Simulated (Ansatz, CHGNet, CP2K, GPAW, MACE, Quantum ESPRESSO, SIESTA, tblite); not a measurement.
# Random packing of C68N32 (at. %) (79 atoms) in GPAW

Aim: run random packing of C68N32 (at. %) (79 atoms) in GPAW and see how near its forces come to a plane-wave reference, and at what cost.

Method: the method is named at each step, in GPAW 26.7.0.

**1. Set-up**

The cell holds 79 atoms: 54 C and 25 N. Cell: a = 8.889 Å, b = 8.889 Å, c = 8.889 Å, α = 90.0°, β = 90.0°, γ = 90.0°. 79 atoms (54 C, 25 N) packed at random in a cube at 2.36 g/cm³ and pushed apart as soft spheres; a start for melting by ab initio MD, not an equilibrated structure. Then every atom was moved at random, 0.02 Å r.m.s. a Cartesian component.

The yardstick, on the same geometry:

| Quantity | Value |
| --- | --- |
| method | Kohn-Sham DFT, PBE, PAW, plane waves (Ansatz 0.2.0); cutoff 420 eV, Γ point, fermi-dirac smearing of 0.05 eV; PAW set soft_2 |
| r.m.s. force component | 1.957 eV/Å |
| longest force | 5.884 eV/Å |
| pressure | -23.89 GPa |
| SCF cycles | 9 |
| time | 4.4 s on 8 threads of Arm Neoverse V2, shared host |
| CPU time | 24 s |

**2. PBE, LCAO dzp, h 0.18 Å**

Method: Kohn-Sham DFT, PBE, PAW, atomic orbitals (dzp).

Contents of run.py:

```python
import numpy as np
from ase.io import read
from gpaw import GPAW, FermiDirac

atoms = read("structure.xyz")
atoms.calc = GPAW(
    mode="lcao",
    basis="dzp",
    h=0.18,
    xc="PBE",
    kpts={"size": (1, 1, 1), "gamma": True},
    occupations=FermiDirac(0.05),
    maxiter=200,
    symmetry={"point_group": False},
    txt="gpaw.txt",
)
energy = atoms.get_potential_energy(force_consistent=True)
forces = atoms.get_forces()
print(f"energy {energy:.6f} eV")
print("forces (eV/A)")
for i, (a, f) in enumerate(zip(atoms, forces)):
    print(f"{i:4d} {a.symbol:2s} {f[0]:10.5f} {f[1]:10.5f} {f[2]:10.5f}")
print(f"Fermi level {atoms.calc.get_fermi_level():.4f} eV")
for k in range(len(atoms.calc.get_ibz_k_points())):
    for s in range(atoms.calc.get_number_of_spins()):
        e = atoms.calc.get_eigenvalues(kpt=k, spin=s)
        n = np.searchsorted(e, atoms.calc.get_fermi_level())
        print(f"k {k} spin {s} levels about the Fermi level:", np.round(e[max(n - 6, 0):n], 4).tolist(), "|", np.round(e[n:n + 6], 4).tolist())
```

Contents of structure.xyz:

```xyz
79
Lattice="8.88940 0.00000 0.00000 0.00000 8.88940 0.00000 0.00000 0.00000 8.88940" Properties=species:S:1:pos:R:3 pbc="T T T"
C 6.41130 3.03377 0.78040
C 3.94609 6.73754 4.55440
C 4.69014 2.06003 4.14513
C 4.95148 4.55920 0.74422
C 2.93697 0.59675 2.55464
C 7.22477 0.97641 8.68299
C 6.07475 8.27541 6.19636
C 0.79951 6.87462 5.90025
C 1.21323 1.92055 8.25016
C 0.97659 2.64904 1.10904
C 5.06687 6.28232 5.74113
C 1.08815 5.23532 5.90007
C 0.70706 7.15472 1.91735
C 3.41477 0.24366 4.35758
C 7.44718 1.94509 5.84016
C 1.40719 8.59045 8.82877
C 4.57057 0.35389 1.14104
C 0.60395 2.01860 2.70149
C 2.20742 4.24540 3.53140
C 1.10282 3.73577 4.85601
C 1.57618 5.64832 1.23429
C 7.46336 2.79003 2.32084
C 7.21864 0.22081 4.97406
C 5.85998 2.49428 5.65668
C 7.44852 5.24252 4.92739
C 5.06020 2.34342 7.47545
C 7.29411 7.77485 1.62907
C 6.46686 1.01721 1.30541
C 3.44322 2.01345 1.37403
C 2.78043 5.85598 5.95270
C 8.73552 5.90318 8.85651
C 4.78356 7.63635 0.38776
C 7.14005 6.93267 6.17662
C 7.26993 4.08326 7.01729
C 1.77352 6.68518 8.65525
C 0.62341 3.57976 6.77452
C 1.62738 7.27002 3.46820
C 6.96084 5.76069 8.73277
C 6.12142 0.62306 3.79364
C 4.43083 3.99481 2.57464
C 6.37717 7.87432 3.28472
C 8.33852 4.01490 5.57054
C 3.65185 7.28700 1.72214
C 8.88593 4.95051 4.04272
C 3.83853 4.59689 5.00811
C 7.29953 1.88162 3.78004
C 7.36913 2.39925 7.70729
C 5.06651 4.76276 7.68089
C 2.79305 2.54877 7.31927
C 2.88861 8.36804 6.86119
C 6.38099 4.60800 2.30004
C 2.87661 1.05144 8.17949
C 3.27894 5.43009 1.21607
C 5.77820 0.95792 6.70110
N 2.25044 7.68284 5.14163
N 2.46139 2.89430 5.70193
[... 19 atom lines left out ...]
N 1.88731 4.16362 1.85895
N 6.41477 6.17324 3.62901
N 5.93919 3.28019 3.77017
N 0.45460 2.31587 5.60521
```

Started as:

```bash
$ OMP_NUM_THREADS=1 python run.py > output.txt
```

The program printed:

```text
energy -412.078246 eV
forces (eV/A)
   0 C     0.92903   -2.01302    2.48006
   1 C     1.41410   -2.01227    2.06415
   2 C     5.11338   -0.62453    1.49596
   3 C     0.33688   -0.63808    0.01659
   4 C    -2.38948    0.09072   -1.05969
   5 C    -1.21552    0.90323    0.91707
   6 C     0.58722    3.04860   -0.59604
   7 C    -1.55042    1.38972   -2.75520
   8 C     0.76159   -1.05187    0.64592
   9 C     0.30613   -1.33028    1.55305
  10 C    -1.33599    0.01989   -1.86346
  11 C     4.12873    0.50746    1.85985
  12 C     0.35940   -1.52813    3.39086
  13 C    -2.91550    2.08187   -2.31107
  14 C    -3.39261   -0.84840   -2.50301
  15 C     1.44485   -0.47476    2.22412
  16 C     2.38849    1.13916    0.02481
  17 C    -0.40502   -0.95144   -3.27641
  18 C    -1.39323   -0.76200   -0.41258
  19 C     2.77865    1.28551   -2.96231
  20 C     3.26159   -1.14332   -2.58945
  21 C    -1.49256   -0.69270   -0.18443
  22 C    -2.32483    1.08586    1.50847
  23 C    -0.92214   -2.95604    1.46731
[...]
71 N     3.72968    0.24967   -1.19712
  72 N    -0.64076    3.11380   -0.61996
  73 N    -3.37969   -0.55548    4.49833
  74 N     0.88860    3.14785    0.95057
  75 N    -1.17551    0.72174    2.03569
  76 N    -2.11642    1.38470   -0.60970
  77 N    -1.98392   -0.90920   -0.24024
  78 N    -0.19191    2.80399    1.53419
Fermi level 6.0199 eV
k 0 spin 0 levels about the Fermi level: [5.7296, 5.7507, 5.8636, 5.9728, 5.9831, 6.0005] | [6.0494, 6.1176, 6.159, 6.2342, 6.289, 6.3839]
```

gpaw.txt:

```text
Input parameters:
  mode=LCAO(),
  basis={'default': 'dzp'},
  h=0.18,
  kpts=MonkhorstPack(size=(1, 1, 1), gamma=True),
  maxiter=200,
  occupations=Occupations(name='fermi-dirac', width=0.05, fixmagmom=False),
  symmetry=Symmetry(point_group=False),
  xc=XC(name='PBE')
Unit cell  # Å
| periodic |        x |        y |        z |  lengths |    angles |
|----------|----------|----------|----------|----------|-----------|
|      yes | 8.889400 | 0.000000 | 0.000000 | 8.889400 | 90.000000 |
|      yes | 0.000000 | 8.889400 | 0.000000 | 8.889400 | 90.000000 |
|      yes | 0.000000 | 0.000000 | 8.889400 | 8.889400 | 90.000000 |
Number of symmetries: 1
Symmetry operations  # r_c * U_cc + t_c -> r_c
|   | kind |            matrix            |
|---|------|------------------------------|
| 0 |  E   |  1, 0, 0,  0, 1, 0,  0, 0, 1 |
BZ-sampling:
  Number of BZ points: 1
  Number of IBZ points: 1
  Monkhorst-Pack size: [1, 1, 1]
  Monkhorst-Pack shift: [0, 0, 0]
[... lines left out ...]
  Fermi-Dirac:
[... lines left out ...]
xc functional:
  name: PBE with 2 nearest neighbor stencil
interpolation: tri-quintic # 5. degree polynomial
Initialization done in: 5.728 s
convergence criteria:
- Maximum [total energy] change in last 3 cyles: 0.0005 eV / valence electron
- Maximum integral of absolute [dens]ity change: 0.0001 electrons / valence electron
- Maximum integral of absolute [eigenst]ate change: 4e-08 eV^2 / valence electron
maximum number of iterations: 200
SCF iterations
|iter     |      energy | eigst |  dens |
|---------|-------------|-------|-------|
|iter:   1| -416.980156 |      c|       |
|iter:   2| -414.867768 |      c| -1.11 |
|iter:   3| -415.749233 |      c| -1.17 |
|iter:   4| -415.729459 |      c| -1.25 |
|iter:   5| -414.193440 |      c| -1.30 |
|iter:   6| -412.954166 |      c| -1.49 |
|iter:   7| -412.026573 |      c| -1.60 |
|iter:   8| -412.026142 |      c| -1.93 |
|iter:   9| -411.946869c|      c| -2.01 |
|iter:  10| -411.922763c|      c| -2.23 |
|iter:  11| -411.914717c|      c| -2.43 |
[...]
|iter:  18| -411.903693c|      c| -3.83 |
|iter:  19| -411.903610c|      c| -3.89 |
|iter:  20| -411.903654c|      c| -4.07c|
Converged in 20 steps
SCF loop duration: 140.992 s (7.050 s/step)
Energy contributions relative to reference atoms: (reference = -92534.955841)
Energy contributions:
  Kinetic:          15.119540
  Coulomb:         -82.442739
  Zero:              9.507651
  External:          0.000000
  Xc:             -353.913515
  Entropy:          -0.349182
  Spinorbit:         0.000000
  ----------------------------
  Free energy:    -412.078246
  Extrapolated:   -411.903654
dipole moment: (89.295746, -24.330761, 88.693227)  # |e|*Ang
Fermi level: 6.020
Eigenvalues  # (at kpt = [0.000, 0.000, 0.000])
| band index |      eig [eV] | occ [0-2] |
|------------|---------------|-----------|
|          0 |       -14.485 |     2.000 |
|        ... |               |           |
|        163 |         5.603 |     2.000 |
|        164 |         5.648 |     1.999 |
[...]
|        178 |         6.442 |     0.000 |
|        ... |               |           |
|        208 |         8.381 |     0.000 |
Gap: 0.049 eV
Transition (v -> c):
  (s=0, k=0, n=170, [0.00, 0.00, 0.00]) -> (s=0, k=0, n=171, [0.00, 0.00, 0.00])
No difference between direct/indirect transitions
Force computation time: 14.258  # s
timing:  # [seconds]
  Total:  161.004  # ━━━━━━━━━━━━━━━━━━━━━━━━━━━━━━━━━━━━━━━━━━━━━━━━━━━━━━━━
  Init:     5.728  # ━━
  SCF:    140.992  # ━━━━━━━━━━━━━━━━━━━━━━━━━━━━━━━━━━━━━━━━━━━━━━━━━
  Forces:  14.258  # ━━━━━
```

Wall time 2.7 min (1 thread of Arm Neoverse V2, shared host); peak memory 0.83 GiB.

Banners, paths, timers and routine set-up lines are dropped from the logs unmarked, and long logs keep their key lines alone; longer cuts are marked.

Against the reference:

```
r.m.s. force component                  : 1.917 eV/Å
r.m.s. difference of force components   : 83.07 meV/Å
longest difference of force vectors     : 242 meV/Å
force difference over r.m.s. force      : 4.244 %
slope of forces against the reference's : 0.9789
correlation of force components         : 0.9993
```

Length of the force difference by element (eV/Å):

```
element  atoms  mean  most
      C     54  0.13  0.24
      N     25  0.15  0.24
```

A closer look about C7, picked at random: 10 atoms, nearest first, numbered in the order of the input, with positions taken from that point.

```
atom      x      y      z  distance (Å)     Fx     Fy  Fz (eV/Å)
  C7   0.00   0.00   0.00          0.00   0.59   3.05      -0.60
 C54  -0.30   1.57   0.50          1.68  -0.14   0.94       0.77
 C33   1.07  -1.34  -0.02          1.71  -3.61   0.72       0.15
 N71  -1.80   0.00  -0.38          1.84   1.54  -1.10       0.34
 C23   1.14   0.83  -1.22          1.87  -2.32   1.09       1.51
 C11  -1.01  -1.99  -0.46          2.28  -1.34   0.02      -1.86
 N57   0.97  -0.69   1.95          2.28   0.33  -1.43       0.23
 C39   0.05   1.24  -2.40          2.70   2.69   0.10       1.33
 C15   1.37   2.56  -0.36          2.93  -3.39  -0.85      -2.50
 C41   0.30  -0.40  -2.91          2.95   1.20  -0.34      -2.18
```

Atoms are counted from 1 here, from 0 in the log.

Forces lie 4.2 % from the reference's, at 6.7 times its CPU time (on 1 against 8 cores).

**3. PBE, LCAO szp(dzp), h 0.18 Å**

Method: Kohn-Sham DFT, PBE, PAW, atomic orbitals (szp(dzp)).

run.py, as its differences from that of step 2:

```diff
@@ -7,3 +7,3 @@
     mode="lcao",
-    basis="dzp",
+    basis="szp(dzp)",
     h=0.18,
```

structure.xyz is that of step 2.

The program printed:

```text
energy -390.210283 eV
forces (eV/A)
   0 C     0.74112   -1.97010    1.90876
   1 C     1.14168   -1.67904    1.06955
   2 C     4.39594   -0.95830    1.36424
   3 C     0.48401   -0.70976   -0.02271
   4 C    -1.87128   -0.00444   -1.03457
   5 C    -0.94089    0.14387    0.53199
[...]
76 N    -2.31886    0.99059   -0.65233
  77 N    -1.61404   -0.46894   -0.11123
  78 N    -0.14707    1.64914    1.51377
Fermi level 5.7262 eV
k 0 spin 0 levels about the Fermi level: [5.4356, 5.4611, 5.563, 5.6801, 5.69, 5.7129] | [5.7538, 5.817, 5.8612, 5.9318, 5.9956, 6.0819]
```

gpaw.txt:

```text
Input parameters:
  mode=LCAO(),
  basis={'default': 'szp(dzp)'},
  h=0.18,
  kpts=MonkhorstPack(size=(1, 1, 1), gamma=True),
  maxiter=200,
  occupations=Occupations(name='fermi-dirac', width=0.05, fixmagmom=False),
[... lines left out ...]
  Fermi-Dirac:
[... lines left out ...]
convergence criteria:
- Maximum [total energy] change in last 3 cyles: 0.0005 eV / valence electron
[... lines left out ...]
Converged in 22 steps
[... lines left out ...]
  Free energy:    -390.210283
[... lines left out ...]
Fermi level: 5.726
[... lines left out ...]
|        ... |               |           |
|        208 |         8.052 |     0.000 |
Gap: 0.041 eV
Transition (v -> c):
  (s=0, k=0, n=170, [0.00, 0.00, 0.00]) -> (s=0, k=0, n=171, [0.00, 0.00, 0.00])
No difference between direct/indirect transitions
Force computation time: 11.205  # s
timing:  # [seconds]
  Total:  135.014  # ━━━━━━━━━━━━━━━━━━━━━━━━━━━━━━━━━━━━━━━━━━━━━━━━━━━━━━━━
  Init:     5.305  # ━━
  SCF:    118.477  # ━━━━━━━━━━━━━━━━━━━━━━━━━━━━━━━━━━━━━━━━━━━━━━━━━
  Forces:  11.205  # ━━━━╸
```

Run time: 2.3 min. Hardware: 1 thread; peak memory 0.79 GiB.

Against the reference:

```yaml
r_m_s_force_component: 1.638 eV/Å
r_m_s_difference_of_force_components: 530.3 meV/Å
longest_difference_of_force_vectors: 1620 meV/Å
force_difference_over_r_m_s_force: 27.1 %
slope_of_forces_against_the_reference_s: 0.8135
correlation_of_force_components: 0.972
```

This is a coarse setting, run to see what it loses.

Against the first run (4.2 %), the force difference from the reference is 27 %, at 0.84 times the CPU time, with 711 basis functions against 1027: the smaller basis costs accuracy.

**4. LDA, LCAO dzp, h 0.18 Å**

Method: Kohn-Sham DFT, LDA, PAW, atomic orbitals (dzp).

run.py, as its differences from that of step 3:

```diff
@@ -7,5 +7,5 @@
     mode="lcao",
-    basis="szp(dzp)",
+    basis="dzp",
     h=0.18,
-    xc="PBE",
+    xc="LDA",
     kpts={"size": (1, 1, 1), "gamma": True},
```

structure.xyz is that of step 3.

The program printed:

```text
energy -476.239806 eV
forces (eV/A)
   0 C     0.95533   -1.98585    2.47765
   1 C     1.41617   -1.98623    2.21714
   2 C     5.26757   -0.66965    1.53624
   3 C     0.39727   -0.64302    0.05819
   4 C    -2.51987    0.03839   -1.06294
   5 C    -1.08920    0.87029    0.89607
   6 C     0.60232    3.08097   -0.68032
   7 C    -1.55402    1.37826   -2.83960
   8 C     0.70111   -1.02000    0.61805
   9 C     0.44279   -1.27439    1.55732
  10 C    -1.42620    0.05562   -1.93913
  11 C     4.17337    0.58049    1.91103
  12 C     0.25239   -1.48382    3.48641
  13 C    -3.02923    2.03614   -2.13192
  14 C    -3.32075   -0.81388   -2.45996
  15 C     1.33217   -0.57179    2.25290
  16 C     2.38832    1.09282    0.01523
  17 C    -0.46417   -1.10269   -3.32062
  18 C    -1.45581   -0.81752   -0.49952
  19 C     2.76214    1.33838   -2.87941
  20 C     3.41680   -1.19573   -2.61809
  21 C    -1.53584   -0.79821   -0.10420
  22 C    -2.39609    1.13647    1.46212
  23 C    -0.80602   -3.07562    1.44196
[...]
71 N     3.80844    0.17274   -1.13459
  72 N    -0.62573    3.17653   -0.57429
  73 N    -3.46564   -0.51840    4.65174
  74 N     0.82674    3.19429    1.08444
  75 N    -1.15770    0.87346    2.03051
  76 N    -2.01488    1.34320   -0.61363
  77 N    -1.99878   -1.04372   -0.22500
  78 N    -0.25135    2.99269    1.65184
Fermi level 5.7871 eV
k 0 spin 0 levels about the Fermi level: [5.5021, 5.5196, 5.636, 5.7349, 5.7536, 5.7706] | [5.8138, 5.885, 5.9291, 5.9874, 6.0617, 6.1378]
```

gpaw.txt:

```text
Input parameters:
  mode=LCAO(),
  basis={'default': 'dzp'},
  h=0.18,
  kpts=MonkhorstPack(size=(1, 1, 1), gamma=True),
  maxiter=200,
  occupations=Occupations(name='fermi-dirac', width=0.05, fixmagmom=False),
  symmetry=Symmetry(point_group=False),
  xc=XC(name='LDA')
Unit cell  # Å
| periodic |        x |        y |        z |  lengths |    angles |
[... lines left out ...]
  Fermi-Dirac:
[... lines left out ...]
convergence criteria:
- Maximum [total energy] change in last 3 cyles: 0.0005 eV / valence electron
[... lines left out ...]
Converged in 20 steps
[... lines left out ...]
  Free energy:    -476.239806
  Extrapolated:   -476.063850
dipole moment: (89.287739, -24.371912, 88.797100)  # |e|*Ang
Fermi level: 5.787
Eigenvalues  # (at kpt = [0.000, 0.000, 0.000])
| band index |      eig [eV] | occ [0-2] |
|------------|---------------|-----------|
|          0 |       -14.576 |     2.000 |
|        ... |               |           |
|        163 |         5.369 |     2.000 |
|        164 |         5.406 |     1.999 |
[...]
|        178 |         6.197 |     0.001 |
|        ... |               |           |
|        208 |         8.106 |     0.000 |
Gap: 0.043 eV
Transition (v -> c):
  (s=0, k=0, n=170, [0.00, 0.00, 0.00]) -> (s=0, k=0, n=171, [0.00, 0.00, 0.00])
No difference between direct/indirect transitions
Force computation time: 14.109  # s
timing:  # [seconds]
  Total:  145.403  # ━━━━━━━━━━━━━━━━━━━━━━━━━━━━━━━━━━━━━━━━━━━━━━━━━━━━━━━━
  Init:     4.437  # ━╸
  SCF:    126.830  # ━━━━━━━━━━━━━━━━━━━━━━━━━━━━━━━━━━━━━━━━━━━━━━━━━
  Forces:  14.109  # ━━━━━╸
```

It took 2.4 min on 1 thread; peak memory 0.83 GiB.

Compared with the plane-wave run:

```
r.m.s. force component                  : 1.955 eV/Å
r.m.s. difference of force components   : 64.83 meV/Å
longest difference of force vectors     : 224.3 meV/Å
force difference over r.m.s. force      : 3.313 %
slope of forces against the reference's : 0.9986
correlation of force components         : 0.9994
```

Against the first run (4.2 %), the force difference from the reference is 3.3 %, at 0.90 times the CPU time; another functional landing nearer a PBE reference means that errors partly cancel.

(Continued in part 2 of 2.)

[Also dropped from logs without a mark: logging warnings of Python, and SIESTA's first energy breakdown and zero terms.]

[Logs are printed without paths, hosts, clocks, repeated set-up lines and the standing remarks that a program may print on its own settings, such as how far it seeks lower states.]

[Hosts, paths, dates, database ids (printed as entryN), source tags and the programs' standing remarks are cut or masked in the printed files.]
